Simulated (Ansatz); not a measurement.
# AgB (built on the sites of a database entry of InAg): a soft mode frozen in, part 2 of 3

Wanted: the energy along a soft mode of AgB (built on the sites of a database entry of InAg) and the structure at the end.

Ansatz 0.2.0; DFT PBEsol, scalar-relativistic, plane waves, PAW.

So far, highest frequency on the path or at a solved wavevector (cm⁻¹): step 2 (response at finite wavevector) 305. Also lowest frequency on the path (cm⁻¹): step 2 -142.

The structure was built from a prototype and need not be the compound's stable phase.

## (5) Energy along the mode, all amplitudes (two of the runs are shown above)

An imaginary frequency means negative curvature, so the energy should fall and then rise again as anharmonic terms take over.

Numbers from this step:

| Property | Result |
| --- | --- |
| depth at the lowest point sampled | 4.321 meV/atom |
| largest atomic shift at that point | 0.22 Å |

The energy from the parent by largest atomic shift:

| largest atomic shift (Å) | energy from the parent (meV/atom) |
| --- | --- |
| 0.000 | 0 |
| 0.040 | -0.475 |
| 0.080 | -1.6 |
| 0.140 | -3.38 |
| 0.220 | -4.32 |
| 0.320 | 0.886 |
| 0.450 | 34.0 |

Displacement at unit largest shift by atom:

```csv
atom,x (Å),y (Å),z (Å),size
B1,0.707,-0.707,0.000,1.000
B2,-0.707,0.707,0.000,1.000
Ag3,0.000,0.000,0.000,0.000
Ag4,0.000,0.000,0.000,0.000
```

The lowest of the steps tried is at 0.22 Å, 4.32 meV/atom below the parent; the bottom of the well need not coincide with a step.

## (6) Relaxation from the frozen mode

Starting from the lowest point found, all atoms and the cell are let go, so that strain and other modes of the same symmetry can join in.

Input file input.yaml:

```yaml
crystal:
  lattice:
    - [2.8609203463, 2.8609203463, 0.0]
    - [2.8609203463, 0.0, 2.8609203463]
    - [2.8609203463, 0.0, -2.8609203463]
  atoms:
    - { symbol: B, position: [0.4456246686, 0.3043753314, 0.8043753314] }
    - { symbol: B, position: [0.5543753314, 0.6956246686, 0.1956246686] }
    - { symbol: Ag, position: [0.0, 0.0, 1.0] }
    - { symbol: Ag, position: [0.0, 0.5, 0.5] }
kpoints:
  mp_grid: { grid: [14, 14, 14] }
hamiltonian:
  xc: pbesol
scf:
  occupations: { method: methfessel_paxton, width: 0.2 }
output:
  forces: true
  stress: true
  eigenvalues: true
relax:
  adjacent_minimum: "off"
  f_tol: 0.002
  max_steps: 120
  cell: { stress_tol: 0.03 }
```

The run is started by

```sh
$ ansatz run input.yaml --threads 4 --pin off --max-ram 7168MiB --backend cpu --events-out ev --progress --plain --runs-dir out
```

Numbers of over 12 decimals in the logs are rounded to 6 here.

Output:

```text
[...]
Crystal: 4 atoms, lattice volume = 46.832 Å³
Basis set: ecut = 420 eV, 941 PW (Γ), exchange–correlation on 60×60×60 points (8 copies of the dense FFT grid, shifted against one another)
Bands: 27, of which v1, the nominal top of the filled ones, is band 22 counted from 1 (21 counted from 0)
Symmetry: 8 space group operations
[...]
k-points: 428 of 2744
[...]
SCF iter   1: F=—  HF=-15344.607019 eV  |F-HF|=—  |Δ(HF+E_count)|=         —  Δρ=1.14e-2  dr2=5.02e-2  ethr=1.77e-3  ⟨swp⟩=4.2  Hψ=39405  notcnv=0
[...]
SCF iter   6: F=-15344.591987 eV  HF=-15344.591987 eV  |F-HF|=3.32e-8  |Δ(HF+E_count)|=   2.95e-7  S|Δr|=    0.00e0  Δρ=1.04e-5  dr2=5.49e-8  ethr=2.27e-10  ⟨swp⟩=5.3  Hψ=45943  notcnv=0
SCF 1 converged in 6 iterations: F = -15344.591987 eV  dr2 = 5.49e-8
[...]
relax step   1: F+E_penalty+E_count = -15344.59198727 eV  Δ(F+E_penalty+E_count) = +0.000e0 eV  max|allowed force component| = 1.090e-2 eV/Å  Δτ_max = 0.0000 Å  P = +1.803 GPa  Ω = 46.832 Å³  (6 SCF iters, dr2 threshold 1.00e-7 eV, accepted)
Crystal: 4 atoms, lattice volume = 47.628 Å³
Basis set: ecut = 420 eV, 925 PW (Γ), exchange–correlation on 60×60×60 points (8 copies of the dense FFT grid, shifted against one another)
[...]
SCF iter   6: F=-15344.694003 eV  HF=-15344.694003 eV  |F-HF|=1.63e-8  |Δ(HF+E_count)|=   2.38e-7  S|Δr|=    0.00e0  Δρ=9.49e-6  dr2=3.74e-8  ethr=9.09e-10  ⟨swp⟩=5.0  Hψ=45121  notcnv=0
SCF 2 converged in 6 iterations: F = -15344.694003 eV  dr2 = 3.74e-8
relax step   2: F+E_penalty+E_count = -15344.69400323 eV  Δ(F+E_penalty+E_count) = -1.020e-1 eV  max|allowed force component| = 2.865e-1 eV/Å  Δτ_max = 0.0288 Å  P = -0.624 GPa  Ω = 47.628 Å³  energy of the carried Pulay correction = -5.181e-4 eV  (6 SCF iters, dr2 threshold 4.00e-7 eV, accepted)
Crystal: 4 atoms, lattice volume = 48.403 Å³
Basis set: ecut = 420 eV, 935 PW (Γ), exchange–correlation on 60×60×60 points (8 copies of the dense FFT grid, shifted against one another)
[...]
SCF iter   6: F=-15345.043576 eV  HF=-15345.043576 eV  |F-HF|=3.31e-8  |Δ(HF+E_count)|=   2.27e-7  S|Δr|=    0.00e0  Δρ=1.45e-5  dr2=1.09e-7  ethr=9.09e-10  ⟨swp⟩=5.0  Hψ=45728  notcnv=0
SCF 3 converged in 6 iterations: F = -15345.043576 eV  dr2 = 1.09e-7
relax step   3: F+E_penalty+E_count = -15345.04357629 eV  Δ(F+E_penalty+E_count) = -3.496e-1 eV  max|allowed force component| = 7.665e-1 eV/Å  Δτ_max = 0.0888 Å  P = -2.364 GPa  Ω = 48.403 Å³  energy of the carried Pulay correction = -1.014e-3 eV  (6 SCF iters, dr2 threshold 4.00e-7 eV, accepted)
[... from here on, the SCF cycles and remarks between the steps are left out ...]
relax step   4: F+E_penalty+E_count = -15345.76980798 eV  Δ(F+E_penalty+E_count) = -7.262e-1 eV  max|allowed force component| = 1.153e0 eV/Å  Δτ_max = 0.1215 Å  P = -2.824 GPa  Ω = 48.985 Å³  energy of the carried Pulay correction = -1.381e-3 eV  (7 SCF iters, dr2 threshold 4.00e-7 eV, accepted)
relax step   5: F+E_penalty+E_count = -15346.69987018 eV  Δ(F+E_penalty+E_count) = -9.301e-1 eV  max|allowed force component| = 1.094e0 eV/Å  Δτ_max = 0.1398 Å  P = +3.145 GPa  Ω = 48.154 Å³  energy of the carried Pulay correction = -8.556e-4 eV  (7 SCF iters, dr2 threshold 4.00e-7 eV, accepted)
relax step   6: F+E_penalty+E_count = -15347.32139165 eV  Δ(F+E_penalty+E_count) = -6.215e-1 eV  max|allowed force component| = 1.119e0 eV/Å  Δτ_max = 0.0693 Å  P = -0.118 GPa  Ω = 49.649 Å³  energy of the carried Pulay correction = -1.795e-3 eV  (7 SCF iters, dr2 threshold 4.00e-7 eV, accepted)
relax step   7: F+E_penalty+E_count = -15347.84456628 eV  Δ(F+E_penalty+E_count) = -5.232e-1 eV  max|allowed force component| = 4.674e-2 eV/Å  Δτ_max = 0.1288 Å  P = +8.926 GPa  Ω = 49.059 Å³  energy of the carried Pulay correction = -1.428e-3 eV  (7 SCF iters, dr2 threshold 4.00e-7 eV, accepted)
relax step   8: F+E_penalty+E_count = -15347.90294476 eV  Δ(F+E_penalty+E_count) = -5.838e-2 eV  max|allowed force component| = 7.732e-2 eV/Å  Δτ_max = 0.0426 Å  P = -3.275 GPa  Ω = 53.053 Å³  energy of the carried Pulay correction = -3.831e-3 eV  (7 SCF iters, dr2 threshold 4.00e-7 eV, accepted)
relax step   9: F+E_penalty+E_count = -15347.92229382 eV  Δ(F+E_penalty+E_count) = -1.935e-2 eV  max|allowed force component| = 1.996e-2 eV/Å  Δτ_max = 0.0199 Å  P = -0.269 GPa  Ω = 51.896 Å³  energy of the carried Pulay correction = -3.154e-3 eV  (6 SCF iters, dr2 threshold 4.00e-7 eV, accepted)
relax step  10: F+E_penalty+E_count = -15347.92245481 eV  Δ(F+E_penalty+E_count) = -1.610e-4 eV  max|allowed force component| = 8.685e-3 eV/Å  Δτ_max = 0.0018 Å  P = +0.141 GPa  Ω = 51.809 Å³  energy of the carried Pulay correction = -3.103e-3 eV  (5 SCF iters, dr2 threshold 4.00e-7 eV, accepted)
relax step  11: F+E_penalty+E_count = -15347.92248141 eV  Δ(F+E_penalty+E_count) = -2.660e-5 eV  max|allowed force component| = 2.573e-4 eV/Å  Δτ_max = 0.0005 Å  P = +0.002 GPa  Ω = 51.840 Å³  energy of the carried Pulay correction = -3.121e-3 eV  (4 SCF iters, dr2 threshold 2.59e-7 eV, accepted)
relax step  12: F+E_penalty+E_count = -15348.08679849 eV  Δ(F+E_penalty+E_count) = -1.643e-1 eV  max|allowed force component| = 1.784e-2 eV/Å  Δτ_max = 0.0000 Å  P = +4.265 GPa  Ω = 51.840 Å³  stress off target by 8.60e0 GPa  SCF on the basis re-selected at this cell (its energy is not comparable with the rows above)  (9 SCF iters)
relax step  13: F+E_penalty+E_count = -15348.14440945 eV  Δ(F+E_penalty+E_count) = -5.761e-2 eV  max|allowed force component| = 4.715e-2 eV/Å  Δτ_max = 0.0176 Å  P = +2.100 GPa  Ω = 53.192 Å³  energy of the carried Pulay correction = -9.497e-4 eV  (6 SCF iters, dr2 threshold 4.00e-7 eV, accepted)
relax step  14: F+E_penalty+E_count = -15348.18651399 eV  Δ(F+E_penalty+E_count) = -4.210e-2 eV  max|allowed force component| = 6.251e-2 eV/Å  Δτ_max = 0.0096 Å  P = +0.346 GPa  Ω = 54.375 Å³  energy of the carried Pulay correction = -1.736e-3 eV  (6 SCF iters, dr2 threshold 4.00e-7 eV, accepted)
relax step  15: F+E_penalty+E_count = -15348.21123405 eV  Δ(F+E_penalty+E_count) = -2.472e-2 eV  max|allowed force component| = 1.739e-2 eV/Å  Δτ_max = 0.0014 Å  P = -0.514 GPa  Ω = 54.844 Å³  energy of the carried Pulay correction = -2.010e-3 eV  (6 SCF iters, dr2 threshold 4.00e-7 eV, accepted)
relax step  16: F+E_penalty+E_count = -15348.22234936 eV  Δ(F+E_penalty+E_count) = -1.112e-2 eV  max|allowed force component| = 2.874e-2 eV/Å  Δτ_max = 0.0004 Å  P = -0.185 GPa  Ω = 54.587 Å³  energy of the carried Pulay correction = -1.796e-3 eV  (5 SCF iters, dr2 threshold 4.00e-7 eV, accepted)
relax step  17: F+E_penalty+E_count = -15348.22281523 eV  Δ(F+E_penalty+E_count) = -4.659e-4 eV  max|allowed force component| = 1.407e-3 eV/Å  Δτ_max = 0.0039 Å  P = +0.051 GPa  Ω = 54.386 Å³  energy of the carried Pulay correction = -1.651e-3 eV  (5 SCF iters, dr2 threshold 1.55e-7 eV, accepted)
relax step  18: F+E_penalty+E_count = -15348.22279556 eV  Δ(F+E_penalty+E_count) = +1.967e-5 eV  max|allowed force component| = 1.913e-3 eV/Å  Δτ_max = 0.0000 Å  P = -0.024 GPa  Ω = 54.414 Å³  energy of the carried Pulay correction = -1.673e-3 eV  (5 SCF iters, dr2 threshold 9.01e-9 eV, accepted)
relax step  19: F+E_penalty+E_count = -15348.22280148 eV  Δ(F+E_penalty+E_count) = -5.922e-6 eV  max|allowed force component| = 1.053e-4 eV/Å  Δτ_max = 0.0001 Å  P = -0.001 GPa  Ω = 54.410 Å³  energy of the carried Pulay correction = -1.668e-3 eV  (4 SCF iters, dr2 threshold 9.56e-9 eV, accepted)
relax step  20: F+E_penalty+E_count = -15348.23368662 eV  Δ(F+E_penalty+E_count) = -1.089e-2 eV  max|allowed force component| = 1.372e-3 eV/Å  Δτ_max = 0.0000 Å  P = +0.277 GPa  Ω = 54.410 Å³  stress off target by 8.05e-1 GPa  SCF on the basis re-selected at this cell (its energy is not comparable with the rows above)  (7 SCF iters)
relax step  21: F+E_penalty+E_count = -15348.23656268 eV  Δ(F+E_penalty+E_count) = -2.876e-3 eV  max|allowed force component| = 6.868e-3 eV/Å  Δτ_max = 0.0022 Å  P = +0.126 GPa  Ω = 54.562 Å³  energy of the carried Pulay correction = -9.562e-5 eV  (5 SCF iters, dr2 threshold 4.00e-7 eV, accepted)
relax step  22: F+E_penalty+E_count = -15348.23664090 eV  Δ(F+E_penalty+E_count) = -7.822e-5 eV  max|allowed force component| = 4.251e-4 eV/Å  Δτ_max = 0.0018 Å  P = +0.001 GPa  Ω = 54.685 Å³  energy of the carried Pulay correction = -1.779e-4 eV  (4 SCF iters, dr2 threshold 1.55e-7 eV, accepted)
[...]
SCF iter   6: F=-15348.236907 eV  HF=-15348.236907 eV  |F-HF|=7.28e-12  |Δ(HF+E_count)|=  4.91e-11  S|Δr|=    0.00e0  Δρ=1.47e-7  dr2=1.29e-11  ethr=1.00e-12  ⟨swp⟩=5.1  Hψ=53037  notcnv=0
SCF 23 converged in 6 iterations: F = -15348.236907 eV  dr2 = 1.29e-11
relax step  23: F+E_penalty+E_count = -15348.23690677 eV  Δ(F+E_penalty+E_count) = -2.659e-4 eV  max|allowed force component| = 3.501e-4 eV/Å  Δτ_max = 0.0000 Å  P = -0.000 GPa  Ω = 54.685 Å³  stress off target by 1.56e-2 GPa  SCF on the basis re-selected at this cell (its energy is not comparable with the rows above)  (6 SCF iters)
[...]
SCF converged after 6 iterations
[...]
Free energy (F): -15348.236907 eV
[...]
Internal energy: -15348.236873 eV  (E = F + TS)
E sigma→0 (E₀):  -15348.236898 eV
Entropy (-TS):   -0.000034 eV (-0.008 meV/atom)
Fermi energy:    13.266171 eV
[...]
--- Forces (eV/Å), atoms counted from 1 ---
  atom   1  B     -0.00035012     0.00035012     0.00000000
  atom   2  B      0.00035012    -0.00035012     0.00000000
  atom   3  Ag     0.00000000     0.00000000    -0.00000000
  atom   4  Ag     0.00000000     0.00000000     0.00000000
  max |Σ_I F_I| component: 1.26e-29 eV/Å
--- Stress (GPa, compression-positive) ---
        0.007306      -0.002128       0.000000
       -0.002128       0.007306       0.000000
        0.000000       0.000000      -0.015570
  P = ⅓ Tr σ = -0.0003 GPa (-0.003 kbar)
--- Band table (eV; the first three rows and the last of 428) ---
  k-point 0: bands = [... 18 lower, 9.1419, 9.1942, 9.2909, 12.0584, 14.4796, 15.8496, 18.6719, 19.4333, ... 1 higher]
  k-point 1: bands = [... 18 lower, 9.1847, 9.1893, 9.5637, 12.0100, 14.5774, 15.9303, 18.7021, 19.3575, ... 1 higher]
  k-point 2: bands = [... 18 lower, 9.1570, 9.2186, 9.9173, 11.8766, 14.7631, 16.2006, 18.7694, 19.1867, ... 1 higher]
  k-point 427: bands = [... 18 lower, 9.1478, 9.2205, 11.5848, 11.6821, 15.0631, 15.2766, 17.7328, 18.2402, ... 1 higher]
--- Relaxed structure (20 steps of the walk, 20 accepted, 3 SCFs on fresh bases) ---
  F+E_penalty+E_count = -15348.23690677 eV   max|allowed force component| = 3.501e-4 eV/Å   (the final SCF, on the basis selected at the relaxed cell)
  cell:  # Å, volume = 54.6849 Å³
    - [2.179969, 2.179969, 0.0]
    - [3.144381, -0.964412, 3.052624]
    - [3.144381, -0.964412, -3.052624]
  atoms:
    - { symbol: B, position: [0.290547, 0.459453, 0.959453] }
    - { symbol: B, position: [0.709453, 0.540547, 0.040547] }
    - { symbol: Ag, position: [-5.551115123125783e-17, 5.551115123125783e-17, 1.0] }
    - { symbol: Ag, position: [-5.551115123125783e-17, 0.5, 0.5] }
```

Elapsed: 4.9 min, on 4 threads of Arm Neoverse N1, shared host; peak memory 0.74 GiB.

The steps of the relaxation (22 of 23):

| step | energy less that of the first step (eV) | largest force component (eV/Å) | pressure (GPa) | volume (Å³) |
| --- | --- | --- | --- | --- |
| 1 | 0.0000 | 0.0109 | 1.80 | 46.83 |
| 2 | -0.1020 | 0.2865 | -0.62 | 47.63 |
| 3 | -0.4516 | 0.7665 | -2.36 | 48.40 |
| 4 | -1.1778 | 1.1535 | -2.82 | 48.98 |
| 5 | -2.1079 | 1.0941 | 3.14 | 48.15 |
| 6 | -2.7294 | 1.1189 | -0.12 | 49.65 |
| 7 | -3.2526 | 0.0467 | 8.93 | 49.06 |
| 8 | -3.3110 | 0.0773 | -3.27 | 53.05 |
| 9 | -3.3303 | 0.0200 | -0.27 | 51.90 |
| 10 | -3.3305 | 0.0087 | 0.14 | 51.81 |
| 11 | -3.3305 | 0.0003 | 0.00 | 51.84 |
| 13 | -3.5524 | 0.0471 | 2.10 | 53.19 |
| 14 | -3.5945 | 0.0625 | 0.35 | 54.38 |
| 15 | -3.6192 | 0.0174 | -0.51 | 54.84 |
| 16 | -3.6304 | 0.0287 | -0.18 | 54.59 |
| 17 | -3.6308 | 0.0014 | 0.05 | 54.39 |
| 18 | -3.6308 | 0.0019 | -0.02 | 54.41 |
| 19 | -3.6308 | 0.0001 | 0.00 | 54.41 |
| 20* | -3.6417 | 0.0014 | 0.28 | 54.41 |
| 21 | -3.6446 | 0.0069 | 0.13 | 54.56 |
| 22 | -3.6447 | 0.0004 | 0.00 | 54.68 |
| 23* | -3.6449 | 0.0003 | 0.00 | 54.68 |

Relaxation steps marked * repeat the geometry before them on a plane-wave basis chosen anew for their cell, so energy and pressure can jump there. Other such steps can lie between the rows shown.

Forces are held to the 8 operations that the run works with; a distortion that breaks them can't arise in this run.

```csv
cell as run,before,after,change
a (Å),4.046,3.083,-23.8 %
b (Å),4.046,4.487,+10.9 %
c (Å),4.046,4.487,+10.9 %
α (°),90.00,85.73,-4.7 %
β (°),60.00,69.91,+16.5 %
γ (°),60.00,69.91,+16.5 %
volume (Å³/atom),11.71,13.67,+16.8 %
```

The atoms that moved most (Å, as changes of fractional coordinates times the final cell):

| atom | dx | dy | dz | length |
| --- | --- | --- | --- | --- |
| B2 | -0.637 | 0.637 | 0.000 | 0.901 |
| B1 | 0.637 | -0.637 | 0.000 | 0.901 |

Numbers from this step:

| Property | Result |
| --- | --- |
| pressure | -3.20e-4 GPa |
| volume per atom | 13.67 Å³ |

The distorted start has space group Imma; the relaxation ends in Imma.

## (7) The new phase in its own primitive cell

The relaxed structure is symmetrised, reduced to its primitive cell and relaxed tightly, as its phonons need.

input.yaml, the sections that differ from step 6:

```yaml
crystal:
  lattice:
    - [-1.5414708934, 3.0526235618, 2.9053550134]
    - [1.5414708934, -3.0526235618, 2.9053550134]
    - [1.5414708934, 3.0526235618, -2.9053550134]
  atoms:
    - { symbol: B, position: [0.4594531461, 0.7094531461, 0.75] }
    - { symbol: B, position: [0.5405468539, 0.2905468539, 0.25] }
    - { symbol: Ag, position: [0.0, 0.0, 0.0] }
    - { symbol: Ag, position: [0.5, 0.0, 0.5] }
kpoints:
  mp_grid: { grid: [16, 16, 16] }
relax:
  adjacent_minimum: "off"
  f_tol: 0.001
  max_steps: 60
  cell: { stress_tol: 0.01 }
# hamiltonian, scf, output: as in step 6
```

Output:

```text
[...]
Crystal: 4 atoms, lattice volume = 54.685 Å³
Basis set: ecut = 420 eV, 1087 PW (Γ), exchange–correlation on 60×60×60 points (8 copies of the dense FFT grid, shifted against one another)
Bands: 27, of which v1, the nominal top of the filled ones, is band 22 counted from 1 (21 counted from 0)
Symmetry: 8 space group operations
[...]
k-points: 621 of 4096
[...]
--- Relaxed structure (5 steps of the walk, 5 accepted, 2 SCFs on fresh bases) ---
[...]
cell:  # Å, volume = 54.7116 Å³
    - [-1.541194, 3.055873, 2.904201]
    - [1.541194, -3.055873, 2.904201]
    - [1.541194, 3.055873, -2.904201]
  atoms:
    - { symbol: B, position: [0.459624, 0.709624, 0.75] }
    - { symbol: B, position: [0.540376, 0.290376, 0.250000] }
    - { symbol: Ag, position: [0, 0, 0] }
    - { symbol: Ag, position: [0.5, 0, 0.5] }
[key lines of the parts left out:]
SCF converged after 4 iterations
Free energy (F): -15348.237618 eV
Fermi energy:    13.242311 eV
P = ⅓ Tr σ = -0.0009 GPa (-0.009 kbar)
```

Elapsed: 2.1 min, on 4 threads; peak memory 0.94 GiB.

The steps of the relaxation:

| step | energy less that of the first step (eV) | largest force component (eV/Å) | pressure (GPa) | volume (Å³) |
| --- | --- | --- | --- | --- |
| 1 | 0.0000 | 0.0111 | 0.00 | 54.68 |
| 2 | 0.0000 | 0.0091 | -0.01 | 54.70 |
| 3 | 0.0000 | 0.0039 | 0.00 | 54.71 |
| 4 | 0.0000 | 0.0008 | 0.00 | 54.71 |
| 5* | 0.0000 | 0.0008 | 0.00 | 54.71 |
| 6 | 0.0000 | 0.0000 | 0.00 | 54.71 |
| 7* | 0.0000 | 0.0000 | 0.00 | 54.71 |

Relaxation steps marked * repeat the geometry before them on a plane-wave basis chosen anew for their cell, so energy and pressure can jump there.

The run keeps the 8 symmetry operations that it works with, so distortions that break them were not tested.

```csv
"conventional cell, symmetrised",before,after,change
a (Å),3.083,3.082,-0.0 %
b (Å),6.105,6.112,+0.1 %
c (Å),5.811,5.808,-0.0 %
volume (Å³/atom),13.67,13.68,+0.0 %
```

This step gave:

```yaml
pressure: -8.51e-4 GPa
volume_per_atom: 13.68 Å³
```

The largest force component left is 0.015 meV/Å and the pressure is -0.001 GPa, within the tolerances set. The cell now holds 13.68 Å³/atom.

[end of part 2 of 3]

[Logs are printed without paths, hosts, clocks, repeated set-up lines and the standing remarks that a program may print on its own settings, such as how far it seeks lower states.]

[Hosts, paths, dates, database ids (printed as entryN), source tags and the programs' standing remarks are cut or masked in the printed files.]
